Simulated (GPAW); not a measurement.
# Conductance along a series: segments of Au in a Si chain, part 2 of 2

Aim: how the conductance and the thermopower change along a series of junctions, segments of Au in a Si chain.

GPAW 26.7.0; GPAW LCAO, PAW setups; Landauer transmission from Green's functions with principal layers (ASE), zero bias.

So far, conductance (G₀): step 2 (member of the series, foreign atoms 1) 1.36; step 3 (12 atoms, foreign atoms 2) 0.519; step 4 (13 atoms, foreign atoms 3) 1.02; step 5 (14 atoms, foreign atoms 4) 0.453.

## Step 6: Junction, 15 atoms: segment atoms = 5

System of this step: 5 Au atoms in a Si chain. The cell holds 15 atoms: 10 Si and 5 Au. Its edges and angles: a = 9.000 Å, b = 9.000 Å, c = 34.885 Å, α = 90.0°, β = 90.0°, γ = 90.0°. Regions: left lead, 5 atoms (5 Si); channel, 5 atoms (5 Au); right lead, 5 atoms (5 Si). Vacuum lies along a and b. The structure is stacked along c, and the current runs across the ab planes.

Input file run.py:

```python
import json
import numpy as np
from ase import Atoms
from ase.transport.calculators import TransportCalculator
from gpaw import GPAW, FermiDirac
from gpaw.lcao.tools import get_lcao_hamiltonian
from scipy.linalg import eigh

# The junction with lead layers at both ends, along the third cell vector
device = Atoms(
    ['Si', 'Si', 'Si', 'Si', 'Si', 'Au', 'Au', 'Au', 'Au', 'Au', 'Si', 'Si', 'Si', 'Si', 'Si'],
    positions=[
        [4.50000, 4.50000, 1.10000],
        [4.50000, 4.50000, 3.30000],
        [4.50000, 4.50000, 5.50000],
        [4.50000, 4.50000, 7.70000],
        [4.50000, 4.50000, 9.90000],
        [4.50000, 4.50000, 12.24240],
        [4.50000, 4.50000, 14.84240],
        [4.50000, 4.50000, 17.44240],
        [4.50000, 4.50000, 20.04240],
        [4.50000, 4.50000, 22.64240],
        [4.50000, 4.50000, 24.98480],
        [4.50000, 4.50000, 27.18480],
        [4.50000, 4.50000, 29.38480],
        [4.50000, 4.50000, 31.58480],
        [4.50000, 4.50000, 33.78480]],
    cell=[[9.0, 0.0, 0.0], [0.0, 9.0, 0.0], [0.0, 0.0, 34.8848]],
    pbc=True)

# One principal layer of the lead: the first 3 atoms of the device
lead = Atoms(
    ['Si', 'Si', 'Si'],
    positions=[
        [4.50000, 4.50000, 1.10000],
        [4.50000, 4.50000, 3.30000],
        [4.50000, 4.50000, 5.50000]],
    cell=[[9.0, 0.0, 0.0], [0.0, 9.0, 0.0], [0.0, 0.0, 6.6]],
    pbc=True)

settings = dict(mode='lcao', basis='dzp', xc='RPBE', h=0.2,
                occupations=FermiDirac(0.1), maxiter=250,
                mixer=dict(beta=0.1, nmaxold=8, weight=100.0),
                convergence=dict(density=0.0001))
energies = np.arange(-2, 2 + 1e-9, 0.05)
eta = 0.0001
n1, n2 = 1, 1
# k and -k transmit alike, so half of the mesh across the current serves
mesh = [(i, j) for i in range(n1) for j in range(n2) if (i, j) <= (-i % n1, -j % n2)]
weights = np.array([1 if (i, j) == (-i % n1, -j % n2) else 2 for i, j in mesh]) / (n1 * n2)

# [... helper functions left out ...]
fermi_lead = ground_state(lead, (1, 1, 17), 'lead.txt')
fermi_device = ground_state(device, (1, 1, 3), 'device.txt')
# [... loop over the mesh left out, but for ...]
        # Shift the lead onto the potential of the device's first layer
        shift = ((H[:, 0, 0] - H0[:, 0, 0]) / S0[0, 0]).real.mean()
# [...]
kT = 8.617333e-5 * 300
bias = [0.1, 0.2, 0.5, 1.0, 1.5, 2.0]
# [... integrals and printing left out ...]
```

The run is started by

```sh
$ OMP_NUM_THREADS=1 OPENBLAS_NUM_THREADS=1 python run.py
```

What it wrote:

```text
basis functions: device 205, principal layer 39
Fermi level: lead -3.8684 eV, device -3.9455 eV; lead shifted by -0.0160 eV
largest coupling past the next layer 4.99e-05 eV, largest misfit of the first layer 0.106 eV
  E-E_F (eV)   T (one spin)  channels
    -2.000    2.7355e-11    0.0000
    -1.950    1.1474e-11    0.0000
    -1.900    6.1319e-12    0.0000
[...]
1.950    8.7663e-01    3.0000
     2.000    8.9441e-01    3.0000
conductance at 300 K: 0.931 G0 a cell; thermopower 8.267 uV/K
current from the zero-bias T(E) at 0.1 V: 7.1906 uA
current from the zero-bias T(E) at 0.2 V: 14.236 uA
current from the zero-bias T(E) at 0.5 V: 32.823 uA
current from the zero-bias T(E) at 1.0 V: 61.215 uA
current from the zero-bias T(E) at 1.5 V: 85.315 uA
current from the zero-bias T(E) at 2.0 V: 97.885 uA
```

It took 79 s on 1 thread of Arm Neoverse N1, shared host; peak memory 1.1 GiB.

The conductance, 0.931 G₀, lies 105 % above that of the member before.

## Step 7: Member of the series, 16 atoms: segment atoms = 6

System of this step: 6 Au atoms in a Si chain. The cell holds 16 atoms: 10 Si and 6 Au. Cell: a = 9.000 Å, b = 9.000 Å, c = 37.485 Å, α = 90.0°, β = 90.0°, γ = 90.0°. Regions: left lead, 5 atoms (5 Si); channel, 6 atoms (6 Au); right lead, 5 atoms (5 Si). Vacuum lies along a and b. The structure is stacked along c, and the current runs across the ab planes.

Changes to run.py since step 6:

```diff
@@ -10,3 +10,3 @@
 device = Atoms(
-    ['Si', 'Si', 'Si', 'Si', 'Si', 'Au', 'Au', 'Au', 'Au', 'Au', 'Si', 'Si', 'Si', 'Si', 'Si'],
+    ['Si', 'Si', 'Si', 'Si', 'Si', 'Au', 'Au', 'Au', 'Au', 'Au', 'Au', 'Si', 'Si', 'Si', 'Si', 'Si'],
     positions=[
@@ -22,8 +22,9 @@
         [4.50000, 4.50000, 22.64240],
-        [4.50000, 4.50000, 24.98480],
-        [4.50000, 4.50000, 27.18480],
-        [4.50000, 4.50000, 29.38480],
-        [4.50000, 4.50000, 31.58480],
-        [4.50000, 4.50000, 33.78480]],
-    cell=[[9.0, 0.0, 0.0], [0.0, 9.0, 0.0], [0.0, 0.0, 34.8848]],
+        [4.50000, 4.50000, 25.24240],
+        [4.50000, 4.50000, 27.58480],
+        [4.50000, 4.50000, 29.78480],
+        [4.50000, 4.50000, 31.98480],
+        [4.50000, 4.50000, 34.18480],
+        [4.50000, 4.50000, 36.38480]],
+    cell=[[9.0, 0.0, 0.0], [0.0, 9.0, 0.0], [0.0, 0.0, 37.4848]],
     pbc=True)
@@ -53,3 +54,3 @@
 fermi_lead = ground_state(lead, (1, 1, 17), 'lead.txt')
-fermi_device = ground_state(device, (1, 1, 3), 'device.txt')
+fermi_device = ground_state(device, (1, 1, 2), 'device.txt')
 # [... loop over the mesh left out, but for ...]
```

What it wrote:

```text
basis functions: device 220, principal layer 39
Fermi level: lead -3.8684 eV, device -3.9725 eV; lead shifted by -0.0021 eV
largest coupling past the next layer 4.99e-05 eV, largest misfit of the first layer 0.124 eV
  E-E_F (eV)   T (one spin)  channels
    -2.000    8.9080e-12    0.0000
    -1.950    1.0375e-12    0.0000
    -1.900    1.1241e-13    0.0000
[...]
1.950    6.5862e-01    3.0000
     2.000    6.7027e-01    3.0000
conductance at 300 K: 0.51503 G0 a cell; thermopower -11.28 uV/K
current from the zero-bias T(E) at 0.1 V: 4.0058 uA
current from the zero-bias T(E) at 0.2 V: 8.1059 uA
current from the zero-bias T(E) at 0.5 V: 22.483 uA
current from the zero-bias T(E) at 1.0 V: 63.373 uA
current from the zero-bias T(E) at 1.5 V: 88.782 uA
current from the zero-bias T(E) at 2.0 V: 110.75 uA
```

It took 83 s on 1 thread; peak memory 1.1 GiB.

One spin. Table of transmission, zone mean by energy, zero at the Fermi level:

| energy (eV) | transmission, zone mean |
| --- | --- |
| -2.00 | 8.9e-12 |
| -1.90 | 0 |
| -1.80 | 0 |
| -1.70 | 0 |
| -1.55 | 1.5e-11 |
| -1.45 | 2.7e-10 |
| -1.35 | 0.00101 |
| -1.25 | 0.0319 |
| -1.15 | 0.166 |
| -1.05 | 1.94 |
| -0.90 | 0.592 |
| -0.80 | 0.204 |
| -0.70 | 0.182 |
| -0.60 | 0.307 |
| -0.50 | 0.841 |
| -0.40 | 1.14 |
| -0.35 | 2.29 |
| -0.25 | 0.579 |
| -0.15 | 0.449 |
| -0.05 | 0.474 |
| 0.00 | 0.509 |
| 0.05 | 0.556 |
| 0.15 | 0.677 |
| 0.25 | 0.813 |
| 0.40 | 0.970 |
| 0.50 | 0.999 |
| 0.60 | 0.970 |
| 0.70 | 0.909 |
| 0.80 | 0.840 |
| 0.90 | 0.776 |
| 1.05 | 0.700 |
| 1.15 | 0.664 |
| 1.25 | 0.638 |
| 1.35 | 0.621 |
| 1.45 | 0.612 |
| 1.55 | 0.610 |
| 1.70 | 0.618 |
| 1.80 | 0.631 |
| 1.90 | 0.648 |
| 2.00 | 0.670 |

The conductance, 0.515 G₀, lies 45 % below that of the member before.

## Step 8: Side by side

Times are for 1 thread of Arm Neoverse N1, shared host. The runs compared:

| no. | foreign atoms | conductance (G₀) | time | memory (GiB) |
| --- | --- | --- | --- | --- |
| 1 | 1 | 1.356 | 53 s | 0.83 |
| 2 | 2 | 0.5194 | 58 s | 0.87 |
| 3 | 3 | 1.018 | 59 s | 0.93 |
| 4 | 4 | 0.4532 | 69 s | 0.99 |
| 5 | 5 | 0.9310 | 79 s | 1.1 |
| 6 | 6 | 0.5150 | 83 s | 1.1 |

The runs together. Table of transmission, zone mean by energy, zero at the Fermi level:

| energy (eV) | 1 | 2 | 3 | 4 | 5 | 6 |
| --- | --- | --- | --- | --- | --- | --- |
| -2.000 | 2.0e-11 | 4.2e-11 | 8.6e-12 | 3.2e-11 | 2.7e-11 | 8.9e-12 |
| -1.800 | 2.0e-11 | 1.4e-7 | 0 | 0 | 2.5e-12 | 0 |
| -1.600 | 2.6e-11 | 5.4e-11 | 0 | 0 | 0 | 2.4e-12 |
| -1.400 | 1.6e-10 | 2.0e-10 | 5.0e-8 | 4.4e-11 | 1.4e-7 | 1.2e-10 |
| -1.200 | 0.194 | 0.0184 | 0.0904 | 0.0239 | 0.0427 | 0.0690 |
| -1.000 | 0.220 | 0.0273 | 0.0525 | 0.0678 | 0.0303 | 0.472 |
| -0.800 | 0.395 | 0.254 | 0.454 | 0.675 | 0.140 | 0.204 |
| -0.600 | 0.709 | 0.366 | 0.497 | 0.322 | 0.534 | 0.307 |
| -0.400 | 1.03 | 0.438 | 0.744 | 1.06 | 0.746 | 1.14 |
| -0.200 | 1.26 | 0.492 | 0.951 | 0.527 | 0.855 | 0.476 |
| 0.000 | 1.36 | 0.520 | 1.02 | 0.450 | 0.940 | 0.509 |
| 0.200 | 1.37 | 0.531 | 0.989 | 0.486 | 0.689 | 0.745 |
| 0.400 | 1.36 | 0.542 | 0.922 | 0.567 | 0.563 | 0.970 |
| 0.600 | 1.35 | 0.559 | 0.857 | 0.672 | 0.520 | 0.970 |
| 0.800 | 1.36 | 0.581 | 0.805 | 0.784 | 0.520 | 0.840 |
| 1.000 | 1.38 | 0.606 | 0.767 | 0.883 | 0.549 | 0.722 |
| 1.200 | 1.42 | 0.632 | 0.739 | 0.955 | 0.598 | 0.650 |
| 1.400 | 1.45 | 0.659 | 0.720 | 0.993 | 0.663 | 0.616 |
| 1.600 | 1.49 | 0.685 | 0.707 | 0.998 | 0.739 | 0.612 |
| 1.800 | 1.52 | 0.710 | 0.699 | 0.980 | 0.819 | 0.631 |
| 2.000 | 1.54 | 0.734 | 0.697 | 0.948 | 0.894 | 0.670 |

The runs together. The open channels, zone mean by energy, zero at the Fermi level:

| energy (eV) | 1 | 2 = 5 = 6 | 3 | 4 |
| --- | --- | --- | --- | --- |
| -1.400 | 0 | 0 | 0 | 0 |
| -1.200 | 2 | 2 | 2 | 2 |
| -1.000 | 2 | 2 | 2 | 2 |
| -0.800 | 3 | 3 | 3 | 3 |
| -0.600 | 3 | 3 | 3 | 3 |
| -0.400 | 3 | 3 | 3 | 3 |
| -0.200 | 3 | 3 | 3 | 3 |
| 0.000 | 3 | 3 | 3 | 3 |
| 0.200 | 3 | 3 | 3 | 3 |
| 0.400 | 3 | 3 | 3 | 3 |
| 0.600 | 3 | 3 | 3 | 3 |
| 0.800 | 3 | 3 | 3 | 3 |
| 1.000 | 3 | 3 | 3 | 3 |
| 1.200 | 3 | 3 | 3 | 3 |
| 1.400 | 3 | 3 | 3 | 3 |
| 1.600 | 3 | 3 | 3 | 3 |
| 1.800 | 3 | 3 | 3 | 3 |
| 2.000 | 3 | 3 | 3 | 3 |

## Step 9: Basis sz(dzp), broadening 1e-06, grid spacing 0.25

A smaller basis is cheaper in every inversion. The broadening keeps the Green's functions finite; too large a value absorbs electrons where channels are open and leaks them where none are. The real-space grid carries density and potential; a coarse one breaks translation symmetry along the lead and scatters electrons that should pass.

System of this step: 5 Au atoms in a Si chain. The cell holds 15 atoms: 10 Si and 5 Au. Its edges and angles: a = 9.000 Å, b = 9.000 Å, c = 34.885 Å, α = 90.0°, β = 90.0°, γ = 90.0°. Regions: left lead, 5 atoms (5 Si); channel, 5 atoms (5 Au); right lead, 5 atoms (5 Si). Vacuum lies along a and b. The structure is stacked along c, and the current runs across the ab planes.

Changes to run.py since step 7:

```diff
@@ -10,3 +10,3 @@
 device = Atoms(
-    ['Si', 'Si', 'Si', 'Si', 'Si', 'Au', 'Au', 'Au', 'Au', 'Au', 'Au', 'Si', 'Si', 'Si', 'Si', 'Si'],
+    ['Si', 'Si', 'Si', 'Si', 'Si', 'Au', 'Au', 'Au', 'Au', 'Au', 'Si', 'Si', 'Si', 'Si', 'Si'],
     positions=[
@@ -22,9 +22,8 @@
         [4.50000, 4.50000, 22.64240],
-        [4.50000, 4.50000, 25.24240],
-        [4.50000, 4.50000, 27.58480],
-        [4.50000, 4.50000, 29.78480],
-        [4.50000, 4.50000, 31.98480],
-        [4.50000, 4.50000, 34.18480],
-        [4.50000, 4.50000, 36.38480]],
-    cell=[[9.0, 0.0, 0.0], [0.0, 9.0, 0.0], [0.0, 0.0, 37.4848]],
+        [4.50000, 4.50000, 24.98480],
+        [4.50000, 4.50000, 27.18480],
+        [4.50000, 4.50000, 29.38480],
+        [4.50000, 4.50000, 31.58480],
+        [4.50000, 4.50000, 33.78480]],
+    cell=[[9.0, 0.0, 0.0], [0.0, 9.0, 0.0], [0.0, 0.0, 34.8848]],
     pbc=True)
@@ -41,3 +40,3 @@
 
-settings = dict(mode='lcao', basis='dzp', xc='RPBE', h=0.2,
+settings = dict(mode='lcao', basis='sz(dzp)', xc='RPBE', h=0.25,
                 occupations=FermiDirac(0.1), maxiter=250,
@@ -46,3 +45,3 @@
 energies = np.arange(-2, 2 + 1e-9, 0.05)
-eta = 0.0001
+eta = 1e-06
 n1, n2 = 1, 1
@@ -54,3 +53,3 @@
 fermi_lead = ground_state(lead, (1, 1, 17), 'lead.txt')
-fermi_device = ground_state(device, (1, 1, 2), 'device.txt')
+fermi_device = ground_state(device, (1, 1, 3), 'device.txt')
 # [... loop over the mesh left out, but for ...]
```

What it wrote:

```text
basis functions: device 70, principal layer 12
Fermi level: lead -4.7358 eV, device -4.3895 eV; lead shifted by -0.0210 eV
largest coupling past the next layer 5.05e-05 eV, largest misfit of the first layer 0.132 eV
  E-E_F (eV)   T (one spin)  channels
    -2.000    1.6164e-15    0.0000
    -1.950    9.1658e-16    0.0000
    -1.900    6.1532e-16    0.0000
    -1.850    6.5146e-16    0.0000
    -1.800    1.6468e-15    0.0000
    -1.750    3.4999e-18    0.0000
    -1.700    6.9497e-18    0.0000
    -1.650    4.0001e-17    0.0000
    -1.600    1.6905e-16    0.0000
    -1.550    8.1723e-16    0.0000
    -1.500    9.6938e-15    0.0000
    -1.450    1.0708e-12    0.0000
    -1.400    5.1255e-01    2.0000
    -1.350    1.7855e+00    2.0000
    -1.300    1.5371e+00    2.0000
    -1.250    6.9404e-01    3.0000
[...]
1.650    6.6435e-01    3.0000
     1.700    6.7363e-01    3.0000
     1.750    6.8333e-01    3.0000
     1.800    6.9344e-01    3.0000
     1.850    7.0394e-01    3.0000
     1.900    7.1481e-01    3.0000
     1.950    7.2603e-01    3.0000
     2.000    7.3757e-01    3.0000
conductance at 300 K: 1.0021 G0 a cell; thermopower 2.151 uV/K
current from the zero-bias T(E) at 0.1 V: 7.7405 uA
current from the zero-bias T(E) at 0.2 V: 15.344 uA
current from the zero-bias T(E) at 0.5 V: 36.665 uA
current from the zero-bias T(E) at 1.0 V: 75.397 uA
current from the zero-bias T(E) at 1.5 V: 103.95 uA
current from the zero-bias T(E) at 2.0 V: 118.82 uA
```

It took 37 s on 1 thread; peak memory 0.61 GiB.

The run finished with changed settings (basis = "sz(dzp)", eta = 1e-06 and h = 0.25); it serves as a test.

## Step 10: Results

- conductance, first and last member: 1.36 and 0.515 G₀
- largest and smallest: 1.36 and 0.453 G₀

**Reading.** As the number of foreign atoms goes from 1 to 6, the conductance goes from 1.36 to 0.515 G₀. The conductance alternates from one member to the next. The thermopower changes sign within the series. The geometry was built from estimated bond lengths and not relaxed, so the numbers describe this model structure. The run had no spin polarisation, so a magnetic state, which chains and small molecules with open shells often have, wasn't tested. Spin-orbit coupling is left out, which matters for the heavy atoms here. An evenly spaced straight chain is an idealisation: free chains tend to dimerise, zigzag or, where a band edge lies near the Fermi level, turn magnetic. The currents use the zero-bias T(E) throughout, which holds only while the bias is small against the distance to the nearest feature. The energy step is wider than the thermal energy, so the conductance and thermopower rest on interpolation of T(E).

[Logs are printed without paths, hosts, clocks, repeated set-up lines and the standing remarks that a program may print on its own settings, such as how far it seeks lower states.]

[Hosts, paths, dates, database ids (printed as entryN), source tags and the programs' standing remarks are cut or masked in the printed files.]
